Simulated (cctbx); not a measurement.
# Diagnosing a refinement

Cell a = 7.5830 Å, b = 14.0640 Å, c = 6.5510 Å, α = 90.00°, β = 90.00°, γ = 90.00°; space group Ibam (no. 72).

Simulated single-crystal data (cctbx): synchrotron X-rays, λ = 0.4959 Å, to d = 0.84 Å, 50 % of the full sphere, strongest reflection 5000 counts, noise from counting, a 2 % proportional error and a noise floor of 4 counts (s.d.); no absorption.

An anisotropic refinement with weights 1/σ² prints:

```text
Rint 0.018, 26 unique reflections to 2.01 A
cycle     R1     wR2    GooF  max shift (A)
   1  0.0127  0.0264   1.545   0.00899
   2  0.0081  0.0164   0.956   0.00000
final R1 0.0081 wR2 0.0164 GooF 0.956  parameters 15  data/parameter 1.7
atom        x        y        z      Ueq    occ   su(xyz)  su(Uiso or U11)
Rb1    0.16466  0.65082  0.00000   0.0227  1.000  0.00035  0.0048
Se1    0.81185  0.89712  0.50000   0.0173  1.000  0.00040  0.0056
Sc1    0.00000  0.00000  0.75000   0.0339  1.000  0.00000  0.0126
difference map: max 0.07 min -0.11 rms 0.03
Q1    0.1970  0.2020  0.5000    8    0.07  1.40 A from Se1
Q2    0.0448  0.1327  0.0000    8    0.06  1.82 A from Se1
Q3    0.0000  0.5000  0.0000    4    0.05  2.46 A from Rb1
Q4    0.1549  0.0784  0.5000    8    0.05  0.43 A from Se1
Q5    0.2067  0.3969  0.2162   16    0.02  1.63 A from Se1
Q6    0.1250  0.4000  0.3125   16    0.02  1.45 A from Rb1
```

Q: Accept it or mend it, and why?

Mend it. The fault: data cut at low resolution. Against the right model at the same level, R1 goes from 0.0183 to 0.0081 and GooF from 0.93 to 0.96. The atoms are right, but there are too few data for the parameters: R1 flatters and the s.u.s grow. Data per parameter fall from 22.1 to 1.7.

The compound is Rb2ScSe2. The right model at the same level gives:

```text
Rint 0.039, 332 unique reflections to 0.84 A
cycle     R1     wR2    GooF  max shift (A)
   1  0.0240  0.0491   1.222   0.00050
   2  0.0183  0.0373   0.928   0.00000
final R1 0.0183 wR2 0.0373 GooF 0.928  parameters 15  data/parameter 22.1
atom        x        y        z      Ueq    occ   su(xyz)  su(Uiso or U11)
Rb1    0.16497  0.65140  0.00000   0.0174  1.000  0.00007  0.0003
Se1    0.81204  0.89698  0.50000   0.0145  1.000  0.00007  0.0003
Sc1    0.00000  0.00000  0.75000   0.0292  1.000  0.00000  0.0010
difference map: max 0.67 min -0.71 rms 0.17
Q1    0.1218  0.2661  0.0000    8    0.68  2.28 A from Rb1
Q2    0.0710  0.0313  0.3639   16    0.66  1.02 A from Sc1
Q3    0.1894  0.0561  0.0000    8    0.60  1.74 A from Rb1
Q4    0.0445  0.4385  0.4468   16    0.58  1.60 A from Rb1
Q5    0.1311  0.4349  0.1608   16    0.57  1.81 A from Se1
Q6    0.2035  0.4562  0.5000    8    0.57  1.54 A from Rb1
```

Isotropic U is held between 0.0001 and 1 Å² by the program, and listed peak heights are interpolated, so they can pass the grid's maximum.

The model was made for the exercise: a known structure type with other elements put in, its volume estimated, not relaxed; displacement parameters are assumed.

[Middle refinement cycles are left out of these outputs.]

[Logs are printed without paths, hosts, clocks, repeated set-up lines and the standing remarks that a program may print on its own settings, such as how far it seeks lower states.]
